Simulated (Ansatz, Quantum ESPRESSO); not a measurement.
# Complex bands of MgO, rock salt type, lattice constant set to 4.26 Å, part 2 of 3

Aim: how fast states decay in the gap of MgO, rock salt type, lattice constant set to 4.26 Å.

Quantum ESPRESSO 7.5; plane-wave DFT, PBE, GBRV ultrasoft pseudopotentials; cross-check by Ansatz 0.2.0 with PAW datasets.

So far. Step 2 (SCF with pw.x): The run needed 10 iterations to bring the estimated error under 1e-09 Ry.

## (3) Complex bands with pwcond.x

Level of this step: complex band structure by pwcond; plane-wave DFT, PBE, GBRV ultrasoft pseudopotentials (Quantum ESPRESSO).

ikind = 0 solves one period of the crystal for all kz, real and complex, at each energy and k across. ewind and epsproj trim the two-dimensional plane-wave basis; nz1 sets the subslabs.

cbs.in

```
&inputcond
  outdir = './out'
  prefixl = 'scf'
  band_file = 'cbs'
  ikind = 0
  ewind = 4.0
  epsproj = 1e-05
  nz1 = 7
  energy0 = 6.9
  denergy = -0.23
/
4
  0.00000000 0.00000000 1.00000000
  0.50000000 0.00000000 1.00000000
  0.50000000 0.50000000 1.00000000
  0.25000000 0.00000000 1.00000000
40
```

Run with:

```bash
$ OMP_NUM_THREADS=1 mpirun -n 2 pwcond.x -in cbs.in > cbs.out
```

Log:

```text
[banner, memory and clock lines left out]
Program PWCOND v.7.5 starts

          URL

     ./out/scf.save/

     IMPORTANT: XC functional enforced from input :
     Exchange-correlation= PBE
                           (   1   4   3   4   0   0   0)
     Any further DFT definition will be discarded
     Please, verify this is what you really want

     Check: negative core charge=   -0.000003
     Reading collected, re-writing distributed wavefunctions

===== INPUT FILE containing the left lead =====

     GEOMETRY:

     lattice parameter (alat)  =       5.6924  a.u.
     the volume                =     260.8527 (a.u.)^3
     the cross section         =      32.4031 (a.u.)^2
     l of the unit cell        =       1.4142 (alat)
     number of atoms/cell      =            4
     number of atomic types    =            2

     crystal axes: (cart. coord. in units of alat)
               a(1) = (  1.0000  0.0000  0.0000 )
               a(2) = (  0.0000  1.0000  0.0000 )
               a(3) = (  0.0000  0.0000  1.4142 )

   Cartesian axes

     site n.     atom                  positions (alat units)
          1        Mg     tau(  1)=(  0.0000  0.0000  1.4142  )
          2        O      tau(  2)=(  0.5000  0.5000  1.4142  )
          3        Mg     tau(  3)=(  0.5000  0.5000  0.7071  )
          4        O      tau(  4)=(  0.0000  0.0000  0.7071  )

     nr1s                      =           24
     nr2s                      =           24
     nr3s                      =           36
     nr1sx                     =           24
     nr2sx                     =           24
     nr3sx                     =           36
     nr1                       =           25
     nr2                       =           25
     nr3                       =           40
     nr1x                      =           25
     nr2x                      =           25
     nr3x                      =           40

 _______________________________
  Radii of nonlocal spheres:

     type       ibeta     ang. mom.          radius (alat units)
       Mg         1         0                    0.2661
       Mg         2         0                    0.2661
       Mg         3         0                    0.2661
       Mg         4         1                    0.2661
       Mg         5         1                    0.2661
       Mg         6         2                    0.2661
       Mg         7         2                    0.2661
       O          1         0                    0.2201
       O          2         0                    0.2201
       O          3         1                    0.2201
       O          4         1                    0.2201
       O          5         2                    0.2201
----- General information -----

----- Complex band structure calculation -----

     nrx                       =           24
     nry                       =           24
     nz1                       =            7

     energy0               =         6.9E+00
     denergy               =        -2.3E-01
     nenergy               =         40
     ecut2d                =         4.0E+01
     ewind                 =         4.0E+00
     epsproj               =         1.0E-05

     number of k_|| points=    4
                       cryst. coord.
        k(    1) = (   0.0000000   0.0000000), wk =   0.2500000
        k(    2) = (   0.5000000   0.0000000), wk =   0.2500000
        k(    3) = (   0.5000000   0.5000000), wk =   0.2500000
        k(    4) = (   0.2500000   0.0000000), wk =   0.2500000
----- Information about left lead -----

     nocros                   =           32
     noins                    =           32
     norb                     =           96
     norbf                    =           96
     nrz                      =           36

      iorb      type   ibeta   ang. mom.   m       position (alat)
        1        1       1        0        1   taunew(   1)=(  0.0000  0.0000  0.0000)
        2        1       2        0        1   taunew(   2)=(  0.0000  0.0000  0.0000)
        3        1       3        0        1   taunew(   3)=(  0.0000  0.0000  0.0000)
        4        1       4        1        1   taunew(   4)=(  0.0000  0.0000  0.0000)
        5        1       4        1        2   taunew(   5)=(  0.0000  0.0000  0.0000)
        6        1       4        1        3   taunew(   6)=(  0.0000  0.0000  0.0000)
        7        1       5        1        1   taunew(   7)=(  0.0000  0.0000  0.0000)
        8        1       5        1        2   taunew(   8)=(  0.0000  0.0000  0.0000)
        9        1       5        1        3   taunew(   9)=(  0.0000  0.0000  0.0000)
       10        1       6        2        1   taunew(  10)=(  0.0000  0.0000  0.0000)
       11        1       6        2        2   taunew(  11)=(  0.0000  0.0000  0.0000)
       12        1       6        2        3   taunew(  12)=(  0.0000  0.0000  0.0000)
       13        1       6        2        4   taunew(  13)=(  0.0000  0.0000  0.0000)
       14        1       6        2        5   taunew(  14)=(  0.0000  0.0000  0.0000)
       15        1       7        2        1   taunew(  15)=(  0.0000  0.0000  0.0000)
       16        1       7        2        2   taunew(  16)=(  0.0000  0.0000  0.0000)
       17        1       7        2        3   taunew(  17)=(  0.0000  0.0000  0.0000)
       18        1       7        2        4   taunew(  18)=(  0.0000  0.0000  0.0000)
       19        1       7        2        5   taunew(  19)=(  0.0000  0.0000  0.0000)
       20        2       1        0        1   taunew(  20)=(  0.5000  0.5000  0.0000)
       21        2       2        0        1   taunew(  21)=(  0.5000  0.5000  0.0000)
       22        2       3        1        1   taunew(  22)=(  0.5000  0.5000  0.0000)
       23        2       3        1        2   taunew(  23)=(  0.5000  0.5000  0.0000)
       24        2       3        1        3   taunew(  24)=(  0.5000  0.5000  0.0000)
       25        2       4        1        1   taunew(  25)=(  0.5000  0.5000  0.0000)
       26        2       4        1        2   taunew(  26)=(  0.5000  0.5000  0.0000)
       27        2       4        1        3   taunew(  27)=(  0.5000  0.5000  0.0000)
       28        2       5        2        1   taunew(  28)=(  0.5000  0.5000  0.0000)
       29        2       5        2        2   taunew(  29)=(  0.5000  0.5000  0.0000)
       30        2       5        2        3   taunew(  30)=(  0.5000  0.5000  0.0000)
       31        2       5        2        4   taunew(  31)=(  0.5000  0.5000  0.0000)
       32        2       5        2        5   taunew(  32)=(  0.5000  0.5000  0.0000)
       33        1       1        0        1   taunew(  33)=(  0.5000  0.5000  0.7071)
       34        1       2        0        1   taunew(  34)=(  0.5000  0.5000  0.7071)
       35        1       3        0        1   taunew(  35)=(  0.5000  0.5000  0.7071)
       36        1       4        1        1   taunew(  36)=(  0.5000  0.5000  0.7071)
       37        1       4        1        2   taunew(  37)=(  0.5000  0.5000  0.7071)
       38        1       4        1        3   taunew(  38)=(  0.5000  0.5000  0.7071)
       39        1       5        1        1   taunew(  39)=(  0.5000  0.5000  0.7071)
       40        1       5        1        2   taunew(  40)=(  0.5000  0.5000  0.7071)
       41        1       5        1        3   taunew(  41)=(  0.5000  0.5000  0.7071)
       42        1       6        2        1   taunew(  42)=(  0.5000  0.5000  0.7071)
       43        1       6        2        2   taunew(  43)=(  0.5000  0.5000  0.7071)
       44        1       6        2        3   taunew(  44)=(  0.5000  0.5000  0.7071)
       45        1       6        2        4   taunew(  45)=(  0.5000  0.5000  0.7071)
       46        1       6        2        5   taunew(  46)=(  0.5000  0.5000  0.7071)
       47        1       7        2        1   taunew(  47)=(  0.5000  0.5000  0.7071)
       48        1       7        2        2   taunew(  48)=(  0.5000  0.5000  0.7071)
       49        1       7        2        3   taunew(  49)=(  0.5000  0.5000  0.7071)
       50        1       7        2        4   taunew(  50)=(  0.5000  0.5000  0.7071)
       51        1       7        2        5   taunew(  51)=(  0.5000  0.5000  0.7071)
       52        2       1        0        1   taunew(  52)=(  0.0000  0.0000  0.7071)
       53        2       2        0        1   taunew(  53)=(  0.0000  0.0000  0.7071)
       54        2       3        1        1   taunew(  54)=(  0.0000  0.0000  0.7071)
       55        2       3        1        2   taunew(  55)=(  0.0000  0.0000  0.7071)
       56        2       3        1        3   taunew(  56)=(  0.0000  0.0000  0.7071)
       57        2       4        1        1   taunew(  57)=(  0.0000  0.0000  0.7071)
       58        2       4        1        2   taunew(  58)=(  0.0000  0.0000  0.7071)
       59        2       4        1        3   taunew(  59)=(  0.0000  0.0000  0.7071)
       60        2       5        2        1   taunew(  60)=(  0.0000  0.0000  0.7071)
       61        2       5        2        2   taunew(  61)=(  0.0000  0.0000  0.7071)
       62        2       5        2        3   taunew(  62)=(  0.0000  0.0000  0.7071)
       63        2       5        2        4   taunew(  63)=(  0.0000  0.0000  0.7071)
       64        2       5        2        5   taunew(  64)=(  0.0000  0.0000  0.7071)
       65        1       1        0        1   taunew(  65)=(  0.0000  0.0000  1.4142)
       66        1       2        0        1   taunew(  66)=(  0.0000  0.0000  1.4142)
       67        1       3        0        1   taunew(  67)=(  0.0000  0.0000  1.4142)
       68        1       4        1        1   taunew(  68)=(  0.0000  0.0000  1.4142)
       69        1       4        1        2   taunew(  69)=(  0.0000  0.0000  1.4142)
       70        1       4        1        3   taunew(  70)=(  0.0000  0.0000  1.4142)
       71        1       5        1        1   taunew(  71)=(  0.0000  0.0000  1.4142)
       72        1       5        1        2   taunew(  72)=(  0.0000  0.0000  1.4142)
       73        1       5        1        3   taunew(  73)=(  0.0000  0.0000  1.4142)
       74        1       6        2        1   taunew(  74)=(  0.0000  0.0000  1.4142)
       75        1       6        2        2   taunew(  75)=(  0.0000  0.0000  1.4142)
       76        1       6        2        3   taunew(  76)=(  0.0000  0.0000  1.4142)
       77        1       6        2        4   taunew(  77)=(  0.0000  0.0000  1.4142)
       78        1       6        2        5   taunew(  78)=(  0.0000  0.0000  1.4142)
       79        1       7        2        1   taunew(  79)=(  0.0000  0.0000  1.4142)
       80        1       7        2        2   taunew(  80)=(  0.0000  0.0000  1.4142)
       81        1       7        2        3   taunew(  81)=(  0.0000  0.0000  1.4142)
       82        1       7        2        4   taunew(  82)=(  0.0000  0.0000  1.4142)
       83        1       7        2        5   taunew(  83)=(  0.0000  0.0000  1.4142)
       84        2       1        0        1   taunew(  84)=(  0.5000  0.5000  1.4142)
       85        2       2        0        1   taunew(  85)=(  0.5000  0.5000  1.4142)
       86        2       3        1        1   taunew(  86)=(  0.5000  0.5000  1.4142)
       87        2       3        1        2   taunew(  87)=(  0.5000  0.5000  1.4142)
       88        2       3        1        3   taunew(  88)=(  0.5000  0.5000  1.4142)
       89        2       4        1        1   taunew(  89)=(  0.5000  0.5000  1.4142)
       90        2       4        1        2   taunew(  90)=(  0.5000  0.5000  1.4142)
       91        2       4        1        3   taunew(  91)=(  0.5000  0.5000  1.4142)
       92        2       5        2        1   taunew(  92)=(  0.5000  0.5000  1.4142)
       93        2       5        2        2   taunew(  93)=(  0.5000  0.5000  1.4142)
       94        2       5        2        3   taunew(  94)=(  0.5000  0.5000  1.4142)
       95        2       5        2        4   taunew(  95)=(  0.5000  0.5000  1.4142)
       96        2       5        2        5   taunew(  96)=(  0.5000  0.5000  1.4142)
 ngper, shell number =          101          17
 ngper, n2d =          101          56
---  E-Ef =    6.9000000  k =    0.0000000   0.0000000
---  ie =          1  ik =          1
 Nchannels of the left tip =            1
 Right moving states:
   k1(2pi/a)   k2(2pi/a)   E-Ef (eV)
   0.3988618  -0.0000000   6.9000000
 Left moving states:
   k1(2pi/a)   k2(2pi/a)   E-Ef (eV)
  -0.3988620  -0.0000000   6.9000000

---  E-Ef =    6.6700000  k =    0.0000000   0.0000000
---  ie =          2  ik =          1
 Nchannels of the left tip =            1
 Right moving states:
   k1(2pi/a)   k2(2pi/a)   E-Ef (eV)
   0.3721665  -0.0000000   6.6700000
 Left moving states:
   k1(2pi/a)   k2(2pi/a)   E-Ef (eV)
  -0.3721667  -0.0000000   6.6700000
[... further energies and points left out ...]
---  E-Ef =   -1.8400000  k =    0.2500000   0.0000000
---  ie =         39  ik =          4
 Nchannels of the left tip =            2
 Right moving states:
   k1(2pi/a)   k2(2pi/a)   E-Ef (eV)
  -0.0272985   0.0000000  -1.8400000
   0.2479592  -0.0000000  -1.8400000
 Left moving states:
   k1(2pi/a)   k2(2pi/a)   E-Ef (eV)
   0.0272985   0.0000000  -1.8400000
  -0.2479593  -0.0000000  -1.8400000

---  E-Ef =   -2.0700000  k =    0.2500000   0.0000000
---  ie =         40  ik =          4
 Nchannels of the left tip =            2
 Right moving states:
   k1(2pi/a)   k2(2pi/a)   E-Ef (eV)
  -0.1227505   0.0000000  -2.0700000
   0.1935884  -0.0000000  -2.0700000
 Left moving states:
   k1(2pi/a)   k2(2pi/a)   E-Ef (eV)
   0.1227505   0.0000000  -2.0700000
  -0.1935884  -0.0000000  -2.0700000

Note: The following floating-point exceptions are signalling: IEEE_UNDERFLOW_FLAG
Note: The following floating-point exceptions are signalling: IEEE_UNDERFLOW_FLAG
```

It took 41 s on 2 MPI ranks of Arm Neoverse V1, shared host; peak memory 0.11 GiB.

Read from the output:

| Quantity | Value |
| --- | --- |
| peak of the smallest κ at the zone centre | 0.318 Å⁻¹ |
| energy of the peak at the zone centre | 2.07 eV |
| peak of the smallest κ at (1/4, 0) | 0.634 Å⁻¹ |

K across = (0, 0) in the cell's reciprocal vectors; values within 0.0025 1/Å of each other count once, columns are sorted by size at each energy, a dash where no further value was kept. Table of Im kz of the slowest decaying states by energy, zero at the highest filled level of the SCF mesh:

```tsv
energy (eV)	decay 1 (Å⁻¹)	decay 2 (Å⁻¹)	decay 3 (Å⁻¹)
-2.07	0.755	1.01	1.73
-1.84	0.643	1.01	1.71
-1.38	0.27	1.01	1.67
-1.15	1.01	1.65	2.02
-0.92	1.01	1.64	2.01
-0.46	1.00	1.60	1.99
-0.23	1.00	1.58	1.97
0.00	0.014	0.998	1.56
0.46	0.201	0.47	0.99
0.69	0.237	0.558	0.985
0.92	0.264	0.625	0.98
1.38	0.299	0.724	0.969
1.61	0.309	0.762	0.963
1.84	0.315	0.794	0.957
2.30	0.318	0.846	0.943
2.53	0.314	0.867	0.935
2.99	0.296	0.901	0.919
3.22	0.281	0.91	0.915
3.45	0.262	0.901	0.928
3.91	0.204	0.881	0.948
4.14	0.158	0.871	0.956
4.37	0.08	0.86	0.963
4.83	0.837	0.974	1.07
5.06	0.825	0.978	1.04
5.29	0.812	0.981	1.01
5.75	0.785	0.949	0.985
5.98	0.771	0.916	0.986
6.21	0.755	0.882	0.986
6.67	0.723	0.809	0.985
6.90	0.705	0.77	0.983
```

K across = (0, 0) in the cell's reciprocal vectors. Re kz of states that move upwards against energy, zero at the highest filled level of the SCF mesh:

```tsv
energy (eV)	channel 1 (Å⁻¹)	channel 2 (Å⁻¹)	channel 3 (Å⁻¹)
-2.07	-0.613	-	-
-1.61	-0.504	-	-
-1.15	-0.399	0.339	0.339
-0.69	-0.731	-0.731	-0.290
-0.46	-0.564	-0.564	-0.229
0.00	-0.0605	-0.0594	-
0.46	-	-	-
0.92	-	-	-
1.38	-	-	-
1.84	-	-	-
2.30	-	-	-
2.53	-	-	-
2.99	-	-	-
3.45	-	-	-
3.91	-	-	-
4.37	-	-	-
4.83	0.192	-	-
5.29	0.298	-	-
5.52	0.344	-	-
5.98	0.429	-	-
6.44	0.509	-	-
6.90	0.588	-	-
```

K across = (1/2, 0) in the cell's reciprocal vectors; values within 0.0025 1/Å of each other count once, columns are sorted by size at each energy, a dash where no further value was kept. The Im kz of the slowest decaying states by energy, zero at the highest filled level of the SCF mesh:

```tsv
energy (eV)	decay 1 (Å⁻¹)	decay 2 (Å⁻¹)	decay 3 (Å⁻¹)
-2.07	0.121	1.66	2.02
-1.84	1.64	2.02	2.39
-1.38	1.60	2.04	2.22
-1.15	1.58	2.06	2.09
-0.92	1.57	1.90	1.90
-0.46	0.182	1.53	1.56
-0.23	0.281	1.51	1.70
0.00	0.347	1.49	1.74
0.46	0.439	1.46	-
0.69	0.474	1.44	1.76
0.92	0.503	1.43	1.76
1.38	0.548	1.39	1.75
1.61	0.566	1.38	1.74
1.84	0.581	1.36	1.73
2.30	0.603	1.33	1.71
2.53	0.611	1.31	1.70
2.99	0.62	1.28	1.67
3.22	0.622	1.27	1.66
3.45	0.622	1.25	1.65
3.91	0.616	1.23	1.62
4.14	0.611	1.21	1.61
4.37	0.603	1.20	1.59
4.83	0.583	1.17	1.57
5.06	0.57	1.16	1.55
5.29	0.555	1.14	1.54
5.75	0.518	1.11	1.51
5.98	0.495	1.10	1.49
6.21	0.469	1.09	1.48
6.67	0.405	1.06	1.45
6.90	0.364	1.04	1.43
```

K across = (1/2, 1/2) in the cell's reciprocal vectors; values within 0.0025 1/Å of each other count once, columns are sorted by size at each energy, a dash where no further value was kept. Table of Im kz of the slowest decaying states by energy, zero at the highest filled level of the SCF mesh:

```tsv
energy (eV)	decay 1 (Å⁻¹)	decay 2 (Å⁻¹)	decay 3 (Å⁻¹)
-2.07	0.409	2.59	2.60
-1.84	0.263	2.58	2.60
-1.38	2.55	2.58	2.93
-1.15	0.176	0.256	2.54
-0.92	0.278	0.382	2.53
-0.46	0.395	0.508	2.50
-0.23	0.435	0.547	2.49
0.00	0.468	0.578	2.48
0.46	0.519	0.623	2.46
0.69	0.539	0.64	2.44
0.92	0.556	0.654	2.43
1.38	0.583	0.675	2.41
1.61	0.594	0.682	2.39
1.84	0.603	0.688	2.38
2.30	0.615	0.696	2.36
2.53	0.619	0.698	2.34
2.99	0.624	0.699	2.32
3.22	0.625	0.698	2.31
3.45	0.625	0.696	2.29
3.91	0.621	0.689	2.27
4.14	0.617	0.684	2.26
4.37	0.613	0.678	2.24
4.83	0.601	0.664	2.22
5.06	0.594	0.656	2.21
5.29	0.585	0.647	2.19
5.75	0.565	0.626	2.17
5.98	0.553	0.613	2.15
6.21	0.54	0.6	2.14
6.67	0.509	0.57	2.12
6.90	0.491	0.553	2.10
```

K across = (1/4, 0) in the cell's reciprocal vectors; values within 0.0025 1/Å of each other count once, columns are sorted by size at each energy, a dash where no further value was kept. Table of Im kz of the slowest decaying states by energy, zero at the highest filled level of the SCF mesh:

```tsv
energy (eV)	decay 1 (Å⁻¹)	decay 2 (Å⁻¹)	decay 3 (Å⁻¹)
-2.07	0.941	1.36	1.99
-1.84	0.836	1.34	1.98
-1.38	0.194	0.541	1.31
-1.15	0.214	0.253	1.29
-0.92	0.211	1.27	1.92
-0.46	1.24	1.88	2.31
-0.23	0.158	1.23	1.87
0.00	0.283	0.36	1.21
0.46	0.412	0.643	1.18
0.69	0.454	0.726	1.17
0.92	0.489	0.791	1.16
1.38	0.543	0.89	1.13
1.61	0.564	0.928	1.12
1.84	0.581	0.962	1.11
2.30	0.607	1.02	1.08
2.53	0.617	1.04	1.07
2.99	0.629	1.05	1.08
3.22	0.633	1.04	1.09
3.45	0.634	1.03	1.11
3.91	0.631	1.00	1.14
4.14	0.627	0.99	1.15
4.37	0.62	0.977	1.16
4.83	0.601	0.952	1.18
5.06	0.587	0.939	1.19
5.29	0.57	0.926	1.20
5.75	0.524	0.898	1.21
5.98	0.49	0.883	1.22
6.21	0.318	0.565	0.869
6.67	0.651	0.838	1.25
6.90	0.673	0.822	1.26
```

[end of part 2 of 3]

[Logs are printed without paths, hosts, clocks, repeated set-up lines and the standing remarks that a program may print on its own settings, such as how far it seeks lower states.]

[Hosts, paths, dates, database ids (printed as entryN), source tags and the programs' standing remarks are cut or masked in the printed files.]

[Maps of the electrostatic potential energy from Ansatz leave out the sawtooth potential of an applied field or a dipole correction, so their vacuum need not be flat; planar profiles and work functions include it.]
